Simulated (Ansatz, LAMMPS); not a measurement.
**Forces and charges in liquid mixture of acetonitrile and H2O at 300 K (204 atoms)**

Wanted: forces, charges and levels of liquid mixture of acetonitrile and H2O at 300 K (204 atoms).

Main program and level: Ansatz 0.2.0; Kohn-Sham DFT, PBEsol, PAW (set soft_2), plane waves.

## Step 1: Starting point

The cell holds 204 atoms: 58 C, 29 N, 107 H and 10 O. Cell: a = 13.881 Å, b = 13.881 Å, c = 13.881 Å, α = 90.0°, β = 90.0°, γ = 90.0°. 29 acetonitrile, 10 H2O placed at random, at 0.851 g/cm³; overlaps pushed apart, then 10 ps at 450 K with MMFF94 bonds, angles, torsions, charges and radii (Halgren, J. Comput. Chem. 17, 490 (1996)) in harmonic and 12-6 forms; SPC/E water (Berendsen, Grigera and Straatsma, J. Phys. Chem. 91, 6269 (1987)). Snapshot after 20 ps at 300 K and fixed volume.

What the set-up can't give: The network of contacts between molecules at the start is that of the classical potential that made the cell, and needn't be the one that DFT or experiment would give. The functional has no dispersion term, which matters for the binding between molecules or layers. The density was typed from a rule of thumb and may lie off the real one at this temperature. The Brillouin zone is sampled at Γ only, in a cell whose shortest periodic width is 14 Å.

## Step 2: The classical run that made the cell

A classical potential supplies the starting structure, since it reaches far longer times than DFT.

This step: classical MD, MMFF94 bonds, angles, torsions, charges and radii (Halgren, J. Comput. Chem. 17, 490 (1996)) in harmonic and 12-6 forms; SPC/E water (Berendsen, Grigera and Straatsma, J. Phys. Chem. 91, 6269 (1987)) (LAMMPS 22 Jul 2025 - Update 4).

The input, in.lmp:

```
# liquid mixture of acetonitrile and H2O
units real
atom_style full
boundary p p p
bond_style harmonic
angle_style harmonic
dihedral_style opls
improper_style harmonic
special_bonds lj 0 0 0.5 coul 0 0 0.75
read_data data.lmp
neigh_modify delay 0 every 1 check yes one 4000
comm_modify cutoff 12.0
timestep 0.5
thermo_style custom step time temp pe press density
thermo_modify norm yes
# push overlapping molecules apart
pair_style soft 2.6
pair_coeff * * 0.0
variable a equal ramp(1,60)
fix ad all adapt 1 pair soft a * * v_a
velocity all create 450 627906 mom yes dist gaussian
fix lim all nve/limit 0.03
fix lan all langevin 450 450 50 627907 zero yes
thermo 1000
run 3000 post no
unfix ad
pair_style lj/cut/coul/long 9.0
pair_modify mix arithmetic tail yes
pair_coeff 1 1 0.0678 3.3680   # C
pair_coeff 2 2 0.0678 3.5530   # C
pair_coeff 3 3 0.0721 3.3270   # N
pair_coeff 4 4 0.0216 2.5400   # H
pair_coeff 5 5 0.1553 3.1660   # O
pair_coeff 6 6 0.0000 1.0000   # H
# [... 19 lines left out ...]
compute msd all msd com yes
thermo 5000
fix md all nvt temp 300 300 100
run 20000 post no
print "== T300: mean square displacement over the hold $(c_msd[4]:%.2f) A^2"
unfix md
uncompute msd
write_dump all custom T300.dump id type xs ys zs modify sort id
```

The run is started by

```console
> lmp -in in.lmp -log none -nocite
```

Numbers of over 12 decimals in the logs are rounded to 6 here.

The log of the run:

```text
LAMMPS (22 Jul 2025 - Update 4)
Reading data file ...
  orthogonal box = (0 0 0) to (13.88095 13.88095 13.88095)
  204 atoms
  orthogonal box = (0 0 0) to (13.88095 13.88095 13.88095)
  165 bonds
  213 angles
   Step          Time           Temp          PotEng         Press         Density
         0   0              450            0.10424184     4504.6263      0.85100044
      1000   500            444.19921      1.0494136      16365.232      0.85100044
      2000   1000           393.5523       0.86643791     19916.112      0.85100044
      3000   1500           446.40699      0.94860778     15205.469      0.85100044
Loop time of 0.209626 s on 1 MPI rank(s) for 3000 steps with 204 atoms
PPPM initialization ...
  G vector (1/distance) = 0.29342715
  grid = 8 8 8
  estimated relative force accuracy = 2.9426266e-05
   Step          Time           Temp          PotEng         Press         Density
[... 14 lines left out ...]
      2000   1000           438.46074     -0.65542696     10339.133      0.85100044
Loop time of 1.33611 s on 1 MPI rank(s) for 2000 steps with 204 atoms
   Step          Time           Temp          PotEng         Press         Density
      2000   1000           461.17892     -0.72723354     6864.87        0.85100044
[... 5 lines left out ...]
Loop time of 7.15005 s on 1 MPI rank(s) for 10000 steps with 204 atoms
   Step          Time           Temp          PotEng         Press         Density
[... 4 lines left out ...]
Loop time of 3.55084 s on 1 MPI rank(s) for 5000 steps with 204 atoms
   Step          Time           Temp          PotEng         Press         Density
[... 2 lines left out ...]
     25000   24000          287.83868     -1.0700821      6729.8697      0.85100044
     30000   29000          264.5372      -1.1633643      5188.373       0.85100044
     35000   34000          281.29328     -1.1821839      3545.5884      0.85100044
     37000   36000          305.05021     -1.1639733     -2605.7853      0.85100044
Loop time of 14.1054 s on 1 MPI rank(s) for 20000 steps with 204 atoms
== T300: mean square displacement over the hold 13.41 A^2
```

Wall time 27 s (1 thread of Arm Neoverse V1, shared host); peak memory 0.13 GiB.

The input also reads data.lmp (atoms, bonds and types; not printed here).

## Step 3: Plane-wave single point

The electrons are solved once, with the atoms held.

The input, input.yaml:

```yaml
crystal:
  lattice:
    - [13.88095, 0.0, 0.0]
    - [0.0, 13.88095, 0.0]
    - [0.0, 0.0, 13.88095]
  atoms:
    - { symbol: C, position: [0.41595, 0.40502, 0.75613] }
    - { symbol: C, position: [0.41699, 0.30207, 0.77092] }
    - { symbol: "N", position: [0.41685, 0.21879, 0.7717] }
    - { symbol: H, position: [0.46644, 0.41266, 0.69586] }
    - { symbol: H, position: [0.34306, 0.43141, 0.73092] }
    - { symbol: H, position: [0.43928, 0.44799, 0.81493] }
    - { symbol: C, position: [0.37892, 0.69205, 0.51872] }
    - { symbol: C, position: [0.38232, 0.63907, 0.42526] }
    - { symbol: "N", position: [0.36906, 0.59777, 0.35387] }
    - { symbol: H, position: [0.32754, 0.74994, 0.51289] }
    - { symbol: H, position: [0.34393, 0.647, 0.57686] }
    - { symbol: H, position: [0.44691, 0.72318, 0.55024] }
    - { symbol: C, position: [0.98161, 0.2656, 0.4248] }
    - { symbol: C, position: [0.9005, 0.2145, 0.38556] }
    - { symbol: "N", position: [0.83595, 0.17241, 0.35454] }
    - { symbol: H, position: [0.96694, 0.28657, 0.49846] }
    - { symbol: H, position: [0.04328, 0.2164, 0.41093] }
    - { symbol: H, position: [0.00096, 0.32882, 0.38806] }
    - { symbol: C, position: [0.10137, 0.72978, 0.64124] }
    - { symbol: C, position: [0.09562, 0.70164, 0.74137] }
    - { symbol: "N", position: [0.09916, 0.67784, 0.82217] }
    - { symbol: H, position: [0.1609, 0.68969, 0.60762] }
    - { symbol: H, position: [0.03746, 0.72567, 0.60146] }
    - { symbol: H, position: [0.12505, 0.80515, 0.64423] }
    - { symbol: C, position: [0.75624, 0.97432, 0.99956] }
    - { symbol: C, position: [0.75243, 0.02972, 0.91143] }
    - { symbol: "N", position: [0.73616, 0.07743, 0.84553] }
    - { symbol: H, position: [0.69054, 0.99351, 0.03069] }
    - { symbol: H, position: [0.74871, 0.8959, 0.98282] }
    - { symbol: H, position: [0.8182, 0.99186, 0.04477] }
    - { symbol: C, position: [0.61371, 0.28143, 0.30316] }
    - { symbol: C, position: [0.63865, 0.21765, 0.22651] }
    [... 166 atom lines left out ...]
    - { symbol: O, position: [0.89338, 0.48597, 0.42088] }
    - { symbol: H, position: [0.8954, 0.55797, 0.41964] }
    - { symbol: H, position: [0.86484, 0.46168, 0.35935] }
    - { symbol: O, position: [0.14313, 0.33104, 0.26101] }
    - { symbol: H, position: [0.21191, 0.34906, 0.27263] }
    - { symbol: H, position: [0.12125, 0.35898, 0.19832] }
kpoints:
  mp_grid: { grid: [1, 1, 1] }
hamiltonian:
  xc: pbesol
scf:
  occupations: { method: fixed }
output:
  forces: true
  stress: true
  populations: true
  dos:
    method: { smearing: { sigma: 0.15 } }
    de: 0.1
    projected: { site_lists: { C: [C], H: [H], "N": ["N"], O: [O] } }
  eigenvalues: true
  write_density: true
  write_potential: true
  volumetric_format: npy
```

The run is started by

```console
> ansatz run input.yaml --threads 8 --pin off --max-ram 15872MiB --backend cpu --events-out ev --progress --plain --runs-dir out
```

The log of the run:

```text
Engine: ansatz 0.2.0, aarch64-unknown-linux-gnu
Pseudopotentials: kind: paw
Pseudopotential: C, paw, valence charge 4, recommended cutoff 420 eV (normal), C.paw.azcp
Pseudopotential: N, paw, valence charge 5, recommended cutoff 420 eV (normal), N.paw.azcp
Pseudopotential: H, paw, valence charge 1, recommended cutoff 420 eV (normal), H.paw.azcp
Pseudopotential: O, paw, valence charge 6, recommended cutoff 420 eV (normal), O.paw.azcp
[... 3 lines on functional and potentials left out ...]
Crystal: 204 atoms, lattice volume = 2674.592 Å³
Basis set: ecut = 420 eV, 52299 PW (Γ), exchange–correlation on 192×192×192 points (8 copies of the dense FFT grid, shifted against one another)
Bands: 476, of which v1, the nominal top of the filled ones, is band 272 counted from 1 (271 counted from 0)
Symmetry: 1 space group operations
Space group: P1 (ITA 1), of the structure as read, at distance tolerance 1.4e-4 Å
k-points: 1
[... 12 lines on functional and potentials left out ...]
Initial density: superposition of atomic densities (neutral atoms: chi_scale 0, normalization atom), corrected by the library's trained network
Initial wavefunctions: pseudopotential atomic-orbital guess
Functional: x = pbesol(κ = 0.804, μ = 0.123457), c = pbesol(β = 0.046)
SCF iter   1: F=—  HF=-32558.240276 eV  |F-HF|=—  |Δ(HF+E_count)|=         —  Δρ=4.50e-3  dr2=5.56e-1  ethr=1.77e-3  ⟨swp⟩=5.0  Hψ=1634  notcnv=0  defer=200
preconditioner: auto → Resta (q_TF=auto, 2.092 Å⁻¹)  ε∞=2.3  [insulator: Δε(μ)=4.233 eV  Ē_g=14.517 eV  n_scr=436 (ndim 8)  ℏωp=16.7 eV  f_vac=0.245  ε∞_Penn≈2.3]
SCF iter   2: F=—  HF=-32558.220943 eV  |F-HF|=—  |Δ(HF+E_count)|=   1.93e-2  Δρ=2.07e-3  dr2=1.26e-1  ethr=1.02e-4  ⟨swp⟩=2.0  Hψ=829  notcnv=0  defer=202
SCF iter   3: F=—  HF=-32558.238334 eV  |F-HF|=—  |Δ(HF+E_count)|=   1.74e-2  Δρ=1.05e-3  dr2=4.75e-2  ethr=2.31e-5  ⟨swp⟩=3.0  Hψ=557  notcnv=0  defer=202
SCF iter   4: F=—  HF=-32558.246256 eV  |F-HF|=—  |Δ(HF+E_count)|=   7.92e-3  Δρ=6.42e-4  dr2=1.50e-2  ethr=8.73e-6  ⟨swp⟩=4.0  Hψ=546  notcnv=0  defer=202
SCF iter   5: F=—  HF=-32558.245413 eV  |F-HF|=—  |Δ(HF+E_count)|=   8.43e-4  Δρ=2.16e-4  dr2=1.64e-3  ethr=2.75e-6  ⟨swp⟩=3.0  Hψ=557  notcnv=0  defer=202
SCF iter   6: F=—  HF=-32558.245939 eV  |F-HF|=—  |Δ(HF+E_count)|=   5.26e-4  Δρ=1.01e-4  dr2=3.46e-4  ethr=3.02e-7  ⟨swp⟩=2.0  Hψ=825  notcnv=0  defer=201
SCF iter   7: F=—  HF=-32558.246018 eV  |F-HF|=—  |Δ(HF+E_count)|=   7.86e-5  Δρ=5.73e-5  dr2=1.05e-4  ethr=6.35e-8  ⟨swp⟩=2.0  Hψ=529  notcnv=0  defer=201
SCF iter   8: F=—  HF=-32558.246005 eV  |F-HF|=—  |Δ(HF+E_count)|=   1.27e-5  Δρ=1.35e-5  dr2=5.36e-6  ethr=1.92e-8  ⟨swp⟩=2.0  Hψ=528  notcnv=0  defer=200
SCF iter   9: F=—  HF=-32558.248458 eV  |F-HF|=—  |Δ(HF+E_count)|=   2.45e-3  Δρ=9.23e-6  dr2=2.60e-6  ethr=9.85e-10  ⟨swp⟩=2.0  Hψ=748  notcnv=0  defer=201
SCF iter  10: F=—  HF=-32558.248458 eV  |F-HF|=—  |Δ(HF+E_count)|=   1.58e-7  Δρ=2.94e-6  dr2=2.75e-7  ethr=4.78e-10  ⟨swp⟩=2.0  Hψ=550  notcnv=0  defer=201
SCF iter  11: F=-32558.248459 eV  HF=-32558.248459 eV  |F-HF|=2.24e-8  |Δ(HF+E_count)|=   1.50e-7  Δρ=1.13e-6  dr2=3.49e-8  ethr=1.84e-11  ⟨swp⟩=21.0  Hψ=4693  notcnv=0
SCF 1 converged in 11 iterations: F = -32558.248459 eV  dr2 = 3.49e-8
  greatest PAW one-centre occupation: 0.862 electrons in one spin orbital (limit 2), on the O atom at site 189 (counted from 0), in its partial waves of l = 0
WARN: The input density's exchange-correlation potential varies sharply where the density is thin. Do not read a vacuum level from v_tot or v_xc, or from such a field of the output density. On a cell that repeats whose density bears no net charge and no dipole along the vacuum's axis use v_es (v_loc + v_h of the components); [...]
SCF converged after 11 iterations
Free energy (F): -32558.248459 eV
Harris-Foulkes:  -32558.248459 eV  (|F-HF|=2.24e-8)
Internal energy: -32558.248459 eV  (E = F + TS)
E sigma→0 (E₀):  -32558.248459 eV
Fermi energy:    -1.778498 eV
--- Per-component energies (eV) ---
  E_band       = -4707.817325
  E_kinetic    = 12024.149146
  E_local      = -35476.105312  (includes V_loc(G=0)·N_el)
  E_nonlocal   = 3651.410463
  E_hartree    = 12051.384305
  E_xc         = -6028.148980
  E_vxc        = -7614.357601  (∫ρ·V_xc dr)
  E_paw        = -10676.304390  (= ΣΔE_a)
  E_vpaw       = -1395.576588  (= ΣTr[D̂ρ^β])
  E_aug_tail   = -0.108930  (compensation charges beyond the density's cutoff)
  E_ewald      = -8106.916335
  E_core_change = 2.391574  (= ΣΔE_core)
  E_smearing   = -0.000000  (= −TS)
  E_closure    = -0.000000  (closes the sum)
  Σ components = -32558.248459   (vs F -32558.248459, Δ=0.00e0)
--- Forces (eV/Å), atoms counted from 1 ---
  atom   1  C     -0.96840981    -0.59910852    -1.54304722
  atom   2  C     -0.46365344     0.68044157     0.03254881
  atom   3  N      0.11329879    -0.72862253     0.21155806
  atom   4  H      0.14187459     0.52937158    -0.24347677
  atom   5  H      0.74077199    -0.48516747     0.31293213
  atom   6  H      0.51294398     0.59627056     1.21943202
  atom   7  C      0.23450828    -1.03384233     0.34778726
  atom   8  C     -0.26852083     0.80940693     1.65646635
  atom   9  N      0.38050798    -0.19241817    -0.14583515
  atom  10  H     -0.41017342     0.80476070    -0.40210916
  atom  11  H      0.65533003     0.01350917    -0.71691942
  atom  12  H     -0.46981357    -0.57621383    -0.74567932
  atom  13  C      0.05068478    -1.64999428    -0.26755164
  atom  14  C      0.45366185     1.00706838     0.29171131
[...]
atom 203  H     -0.83535891     0.04320455    -0.84390878
  atom 204  H      0.70911487    -0.13305251     0.53461748
  max |Σ_I F_I| component: 1.11e-4 eV/Å
--- Stress (GPa, compression-positive) ---
       -0.297074       0.032694       0.653393
        0.032694      -0.330722      -1.014326
        0.653394      -1.014326      -0.929661
  P = ⅓ Tr σ = -0.5192 GPa (-5.192 kbar)
--- Band table (eV) ---
  k-point 0: bands = ["-20.8635", "-20.5801", "-20.3464", "-20.0308", [... 460 levels ...], "8.7330", "8.7450", "8.8053", "8.8221", "8.8599", "8.8676", "8.8975", "8.9078", "8.9301", "8.9686", "9.0177", "9.0480"]
--- Löwdin populations: 204 sites ---
  site symbol       q [e]
     0      C      4.5123
     1      C      3.7680
     2      N      5.2371
[...]
203      H      0.6211
  spilling = 0.014890 (of n_electrons = 544.000000)
```

The job ended after 33 s (8 threads of Arm Neoverse V1, shared host; peak memory 3.6 GiB).

Reading the cycles: dr2 is the Hartree energy of the density residual (eV), the measure of convergence; HF is the Harris–Foulkes estimate of the energy, which meets the free energy F at convergence.

The program notes that the exchange-correlation potential is rough where the density is thin.

The run gave:

* free energy: -32558.2485 eV
* free energy per atom: -159.5993 eV/atom
* SCF cycles: 11
* pressure: -0.5192 GPa
* r.m.s. force component: 0.9611 eV/Å
* longest force: 5.146 eV/Å
* Fermi energy: -1.778 eV
* gap (highest filled to lowest empty level): 4.294 eV
* spilling of the projection: 0.01489

Neighbours are counted within 1.34 Å (H-C), 1.21 Å (H-O), 1.85 Å (C-C), 1.62 Å (C-N).

Length of the force by element and coordination:

```
element  coordination  atoms  mean length of the force (eV/Å)  spread   least   most
      C           all     58                             2.04   0.983   0.239   5.15
      C             2     29                             2.00    1.12   0.539   5.15
      C             4     29                             2.09   0.816   0.239   4.30
      H           all    107                             1.02   0.598   0.187   3.57
      N           all     29                             1.72    1.01   0.451   3.66
      O           all     10                            0.439   0.235  0.0588  0.925
```

Löwdin charges by element and coordination (they lack the spilled electrons, 0.040 e an atom on average):

```
element  coordination  atoms  mean charge (e)  spread   least    most
      C           all     58           -0.130   0.373  -0.535   0.277
      C             2     29            0.242   0.014   0.215   0.277
      C             4     29           -0.503  0.0143  -0.535  -0.476
      H           all    107            0.277  0.0518   0.229   0.402
      N           all     29           -0.228  0.0172  -0.261  -0.194
      O           all     10           -0.737  0.0298  -0.782  -0.672
```

States in the cell by windows of 1 eV, zero at the Fermi level; the larger projections on atomic orbitals stand beside the total:

```
from (eV)  to (eV)  total   C p   N p   H s   O p   C s
      -14      -13   42.4  10.4   0.0   9.8   0.0  20.2
      -13      -12   15.6   3.7   0.0   3.6   0.0   7.5
      -12       -8    0.0   0.0   0.0   0.0   0.0   0.0
       -8       -7   18.1   7.3   0.7   3.8   3.3   2.2
       -7       -6   60.1  27.1   1.5  12.4   8.8   7.7
       -6       -5   82.7  54.1   4.4  21.0   0.7   0.3
       -5       -4   38.1  22.3   3.8   8.6   1.5   0.1
       -4       -3   37.9   4.2  19.5   1.4   3.8   0.2
       -3       -2  120.8  37.3  60.3   8.7   6.1   0.3
       -2       -1   35.1   8.4  11.5   2.1  11.8   0.1
       -1        0   14.2   0.2   0.2   0.1  13.5   0.0
        0        1    0.9   0.0   0.0   0.0   0.9   0.0
        1        4    0.0   0.0   0.0   0.0   0.0   0.0
        4        5   41.7  15.2  12.9   7.7   0.2   1.5
```

With fixed occupations the program's Fermi level is the highest filled level; weight inside the gap is the broadening of levels at its edges.

Between -20 and -14 eV lie 78 more states.

The levels nearest the highest filled one (over half full), pooled over k-points and spins:

```
level less the highest filled one (eV)  occupation
                                -0.663           2
                                -0.655           2
                                -0.638           2
                                -0.298           2
                                -0.213           2
                                     0           2
                                  4.29           0
                                  4.52           0
                                  4.53           0
                                  4.60           0
                                  4.64           0
                                  4.65           0
```

Valence density in the ab plane at fractional z = 0.254, with atoms of C and N and H and O within 0.2 Å of it. It is the smooth field of the valence electrons, not physical close to the nuclei.

Values in e/Å³, 13 rows by 16 columns, each cell a mean:
```
0.0 0.0 0.1 0.1 0.0 0.0 0.0 0.0 0.0 0.0 0.6 1.0 0.3 0.1 0.6 0.2
0.0 0.0 0.0 0.0 0.0 0.1 0.1 0.0 0.0 0.1 0.1 0.1 0.1 0.1 0.1 0.0
0.0 0.0 0.0 0.0 0.0 0.4 0.9 0.1 0.0 0.0 0.0 0.0 0.1 1.3 0.9 0.1
0.0 0.1 0.1 0.0 0.0 0.1 0.2 0.0 0.0 0.0 0.1 0.1 0.1 0.6 0.4 0.1
0.0 0.1 0.1 0.0 0.0 0.0 0.0 0.0 0.0 0.1 0.9 0.8 0.1 0.0 0.0 0.0
0.0 0.1 0.6 0.3 0.0 0.0 0.0 0.0 0.0 0.1 0.4 1.3 1.1 0.2 0.0 0.0
0.0 0.1 0.3 0.1 0.1 0.6 0.3 0.0 0.0 0.0 0.1 0.6 2.5 1.7 0.1 0.0
0.0 0.1 0.4 0.2 0.3 2.3 0.6 0.0 0.0 0.1 0.0 0.1 0.5 0.5 0.0 0.0
0.0 0.6 4.1 1.1 0.1 0.2 0.1 0.0 0.1 0.5 0.3 0.1 0.0 0.0 0.0 0.0
0.0 0.1 0.5 0.1 0.0 0.0 0.0 0.0 0.1 0.6 1.2 0.2 0.0 0.0 0.0 0.0
0.0 0.3 0.4 0.1 0.0 0.1 1.0 0.5 0.1 0.3 0.8 0.2 0.0 0.0 0.0 0.0
0.0 0.5 1.6 0.7 0.1 0.2 1.8 0.9 0.0 0.0 0.1 0.0 0.0 0.2 0.4 0.1
0.0 0.2 0.8 0.5 0.0 0.0 0.1 0.0 0.0 0.0 0.2 0.3 0.1 0.5 4.1 1.4
```
Columns run along a (13.9 Å), rows up along b (13.9 Å). Atoms in or near the plane, at fractional coordinates: C at (0.74, 0.54), N at (0.80, 0.48), N at (0.41, 0.13), C at (0.15, 0.08), H at (0.11, 0.15), H at (0.17, 0.54), O at (0.91, 0.02), H at (0.86, 0.07), H at (0.36, 0.47), O at (0.14, 0.33).

[end of part 1 of 2]

[Logs are printed without paths, hosts, clocks, repeated set-up lines and the standing remarks that a program may print on its own settings, such as how far it seeks lower states.]

[Hosts, paths, dates, database ids (printed as entryN), source tags and the programs' standing remarks are cut or masked in the printed files.]

[The MMFF94 radii named for the starting cell were scaled by 0.96; in molecules described by MMFF94, hydrogen bound to N, O or S took a small fixed 12-6 site in their place.]
